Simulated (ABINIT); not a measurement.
# Quasiparticle gap of Bi2SO2 (Pnnm) in ABINIT, part 3 of 3

How does a plane-wave GW calculation on Bi2SO2 (Pnnm) run from the first input to the gap?

ABINIT 10.8.3; PBEsol and many-body steps on it, plane waves. Known limits of the many-body steps: not at the basis limit; no spin-orbit coupling; coarse k mesh.

So far. Step 4 (Empty states on the mesh, 4×1×4 mesh, 176 bands): On this mesh the gap is 0.783 eV. Step 5 (Screening, 4×1×4 mesh, 160 bands, screening to 89.8 eV): Local fields lower ε∞ by 7 %. On a Γ-centred mesh this coarse the value itself is usually too large, while a short band sum pulls it down.

## (6) Self-energy, 4×1×4 mesh, 160 bands, screening to 89.8 eV

The self-energy is evaluated for the states that the input lists, and the levels follow from it, in one-shot runs by the linearised quasiparticle equation.

This step: G0W0 on PBEsol, plane waves, norm-conserving pseudopotentials.

run.abi reads:

```
acell 3*1.0 Angstrom
rprim 
  3.877295950000 0.000000000000 0.000000000000
  0.000000000000 11.963688440000 0.000000000000
  0.000000000000 0.000000000000 3.842602890000
ntypat 3
znucl 83 16 8
natom 10
typat 1 1 1 1 2 2 3 3 3 3
xred 
  0.419337400000 0.856120830000 0.500000000000
  0.580662600000 0.143879170000 0.500000000000
  0.919337400000 0.643879170000 0.000000000000
  0.080662600000 0.356120830000 0.000000000000
  0.000000000000 0.000000000000 0.000000000000
  0.500000000000 0.500000000000 0.500000000000
  0.440997250000 0.749108530000 0.000000000000
  0.559002750000 0.250891470000 0.000000000000
  0.940997250000 0.750891470000 0.500000000000
  0.059002750000 0.249108530000 0.500000000000
pp_dirpath "pseudos"
pseudos "Bi.upf, S.upf, O.upf"
ecut 42
ngkpt 4 1 4
nshiftk 1
shiftk 0 0 0
kptopt 1
chksymbreak 0
istwfk *1
occopt 1
irdwfk 1
optdriver 4
nband 160
gwcalctyp 0
ecutsigx 42
symsigma 1
nkptgw 2
kptgw 
  0.5000000000 0.0000000000 0.0000000000
  0.0000000000 0.0000000000 0.0000000000
bdgw 
  63 66
  63 66
ecuteps 3.3
irdscr 1
ppmodel 1
indata_prefix "in"
outdata_prefix "out"
tmpdata_prefix "tmp"
```

Run with:

```bash
$ OMP_NUM_THREADS=1 mpirun -n 4 abinit run.abi > log
```

Numbers of over 12 decimals in the logs are rounded to 6 here.

The log of the run:

```text
.Version 10.8.3 of ABINIT. v10.8.2 released Aug 2026.

 Symmetries : space group Pn n m (# 58); Bravais oP (primitive ortho.)
[... echo of the input left out ...]
== DATASET  1 ==================================================================
-   mpi_nproc: 4, omp_nthreads: 1 (-1 if OMP is not activated)

--- !DatasetInfo
iteration_state: {dtset: 1, }
dimensions: {natom: 10, nkpt: 9, mband: 160, nsppol: 1, nspinor: 1, nspden: 1, mpw: 15678, }
cutoff_energies: {ecut:  42.0, pawecutdg:  -1.0, }
electrons: {nelect:   1.28000000E+02, charge:   0.00000000E+00, occopt:   1.00000000E+00, tsmear:   1.00000000E-02, }

 SIGMA: Calculation of the GW corrections

 Based on a program developped by R.W. Godby, V. Olevano, G. Onida, and L. Reining.
 Incorporated in ABINIT by V. Olevano, G.-M. Rignanese, and M. Torrent.
.Using double precision arithmetic ; gwpc =  8

[... cell and pseudopotentials left out ...]
--------------------------------------------------------------------------------

 ==== K-mesh for the wavefunctions ====
 Number of points in the irreducible wedge :     9
[... list of points left out ...]
 Together with  8 symmetry operations and time-reversal symmetry
 yields    16 points in the full Brillouin Zone.

 ==== Q-mesh for screening function ====
 Number of points in the irreducible wedge :     9
[... list of points left out ...]
 Together with  8 symmetry operations and time-reversal symmetry
 yields    16 points in the full Brillouin Zone.

 vcoul_init : cutoff-mode = AUXILIARY_FUNCTION
 q-points for optical limit:   1
     1)      0.000010    0.000020    0.000030
 setmesh: FFT mesh size selected  =    50x  144x   48
          total number of points  =       345600

 Number of electrons calculated from density =  128.0000; Expected =  128.0000
 average of density, n =  0.106413
 r_s =    1.3091
 omega_plasma =   31.4668 [eV]

 === KS Band Gaps ===
  >>>> For spin  1
   Minimum direct gap =   1.1220 [eV], located at k-point      :   0.0000  0.0000  0.0000
   Fundamental gap    =   0.7828 [eV], Top of valence bands at :   0.5000  0.0000  0.0000
                                       Bottom of conduction at :   0.0000  0.0000  0.0000
 SIGMA fundamental parameters:
 PLASMON POLE MODEL  1
 number of plane-waves for SigmaX                15633
 number of plane-waves for SigmaC and W            331
 number of plane-waves for wavefunctions         15633
 number of bands                                   160
 number of independent spin polarizations            1
 number of spinorial components                      1
 number of k-points in IBZ                           9
 number of q-points in IBZ                           9
 number of symmetry operations                       8
 number of k-points in BZ                           16
 number of q-points in BZ                           16
 number of frequencies for dSigma/dE                 9
 frequency step for dSigma/dE [eV]                0.25
 number of omega for Sigma on real axis              0
 max omega for Sigma on real axis  [eV]           0.00
 zcut for avoiding poles [eV]                     0.10

 EPSILON^-1 parameters (SCR file):
 dimension of the eps^-1 matrix on file            331
 dimension of the eps^-1 matrix used               331
 number of plane-waves for wavefunctions         15633
 number of bands                                   160
 number of q-points in IBZ                           9
 number of frequencies                               2
 number of real frequencies                          1
 number of imag frequencies                          1

 matrix elements of self-energy operator (all in [eV])

 Perturbative Calculation

--- !SelfEnergy_ee
iteration_state: {dtset: 1, }
kpoint     : [   0.500,    0.000,    0.000, ]
spin       : 1
KS_gap     :    2.805
QP_gap     :    3.431
Delta_QP_KS:    0.627
data: !SigmaeeData |
     Band     E0 <VxcDFT>   SigX SigC(E0)      Z dSigC/dE  Sig(E)    E-E0       E
       63   7.932 -15.599 -17.981   2.728   0.788  -0.269 -15.327   0.272   8.204
       64   7.932 -15.599 -17.981   2.728   0.788  -0.269 -15.327   0.272   8.204
       65  10.737 -13.907 -10.101  -2.695   0.809  -0.236 -13.008   0.899  11.636
       66  10.737 -13.906 -10.101  -2.695   0.809  -0.236 -13.008   0.899  11.636

--- !SelfEnergy_ee
iteration_state: {dtset: 1, }
kpoint     : [   0.000,    0.000,    0.000, ]
spin       : 1
KS_gap     :    1.122
QP_gap     :    1.923
Delta_QP_KS:    0.801
data: !SigmaeeData |
     Band     E0 <VxcDFT>   SigX SigC(E0)      Z dSigC/dE  Sig(E)    E-E0       E
       63   7.524 -13.497 -16.581   3.012   0.782  -0.278 -13.553  -0.057   7.467
       64   7.593 -13.019 -15.619   2.545   0.791  -0.264 -13.062  -0.043   7.549
       65   8.715 -12.734  -9.072  -2.741   0.823  -0.215 -11.976   0.758   9.473
       66   9.391 -13.083  -9.166  -2.748   0.821  -0.218 -12.123   0.960  10.351

== END DATASET(S) ==============================================================
================================================================================

 -outvars: echo values of variables after computation  --------
           etotal      0.0000000000E+00
            nband         160
             nkpt           9
          spgroup          58
 [... the other variables as echoed above ...]

 Calculation completed.
```

Run time: 31 s. Hardware: 4 MPI ranks of Arm Neoverse V1, shared host; peak memory 4.4 GiB.

Numbers from this step:

* G0W0 gap on the points computed: 1.269 eV
* starting gap on the mesh: 0.7826 eV
* k of the valence top: 0.5, 0, 0
* k of the conduction bottom: 0, 0, 0
* Z at the valence top: 0.788
* Z at the conduction bottom: 0.823
* least direct G0W0 gap on the computed points: 1.924 eV

The gap on the mesh goes from 0.78 eV to 1.27 eV, a correction of +0.49 eV.

Limits: finite bands, cutoff and mesh; model gap, bands may invert with spin-orbit coupling; no spin-orbit coupling; coarse k mesh. v1 is the top filled band, c1 the lowest empty one. The levels before and after the correction (eV, zero at the valence-band top of each column):

```csv
,conduction bottom,valence top
Kohn-Sham,0.78,0.00
G0W0,1.27,0.00
```

```csv
,level,energy (eV)
Kohn-Sham,(0.5 0 0) v2-v1,0.000
Kohn-Sham,(0.5 0 0) c1-c2,2.804
Kohn-Sham,Γ v2,-0.408
Kohn-Sham,Γ v1,-0.339
Kohn-Sham,Γ c1,0.783
Kohn-Sham,Γ c2,1.459
G0W0,(0.5 0 0) v2-v1,0.000
G0W0,(0.5 0 0) c1-c2,3.432
G0W0,Γ v2,-0.737
G0W0,Γ v1,-0.655
G0W0,Γ c1,1.269
G0W0,Γ c2,2.147
```

## (7) Where the time went

Times are wall times on 4 MPI ranks of Arm Neoverse V1, shared host, good to a factor of about two.

```csv
step,time,share,memory (GiB)
ground state,6.7 min,20 %,0.84
bands along the symmetry lines,8.8 min,27 %,1.1
empty states on the mesh,7.9 min,24 %,0.77
screening,8.8 min,27 %,5.6
self-energy,31 s,2 %,4.4
```

## (8) Outcome

| Quantity | Value |
| --- | --- |
| PBEsol gap | 0.78 eV, indirect |
| G0W0 gap on the mesh | 1.27 eV |
| GW settings | 4×1×4 mesh, 160 bands, screening to 89.8 eV, Godby-Needs plasmon pole |
| known limits | not at the basis limit; no spin-orbit coupling; coarse k mesh |

**Reading.** G0W0 moves the gap on the mesh from 0.78 eV to 1.27 eV (+0.49 eV), with Z of 0.79 and 0.82 at the edges. Local fields lower the RPA ε∞ on this mesh from 16.87 to 15.67; a Γ-centred mesh this coarse tends to raise both, most where the direct gap is narrow, while a short band sum lowers them. Only 2 of the mesh's irreducible points were corrected, so a valley elsewhere could overtake. Bands and cutoff are finite, so the gap is not at the basis limit. The miss can reach some tenths of an eV and take either sign; the mesh is an error of its own. In the G0W0 run levels were corrected at 2 k points alone, so a gap called «on the mesh» is the least over those, and an edge elsewhere would be missed. The 4×1×4 mesh is coarse for this cell, which bears on the long-range parts of exchange and screening. Where an edge is built on 6p states of lead, bismuth or thallium, scalar-relativistic gaps usually stand too wide, by a few tenths to over one eV. The many-body steps are scalar-relativistic: spin-orbit coupling is not in them.

[Paths, hosts, dates, memory and timing lines, banners, echoed tables and standing remarks are left out of the program output.]

[Logs are printed without paths, hosts, clocks, repeated set-up lines and the standing remarks that a program may print on its own settings, such as how far it seeks lower states.]

[Runs of the session that timed out or met a known fault of the program may be left out.]

[Hosts, paths, dates, database ids (printed as entryN), source tags and the programs' standing remarks are cut or masked in the printed files.]

[G0W0 gaps are taken among the corrected bands and points alone; a level outside them can change the order at an edge.]

[Where Ansatz stands beside ABINIT at settings called matched, ABINIT's density can come from a denser mesh and the files from another edition; pairs whose starting gaps differed by over 0.03 eV were left out, so agreement reads better than it is.]
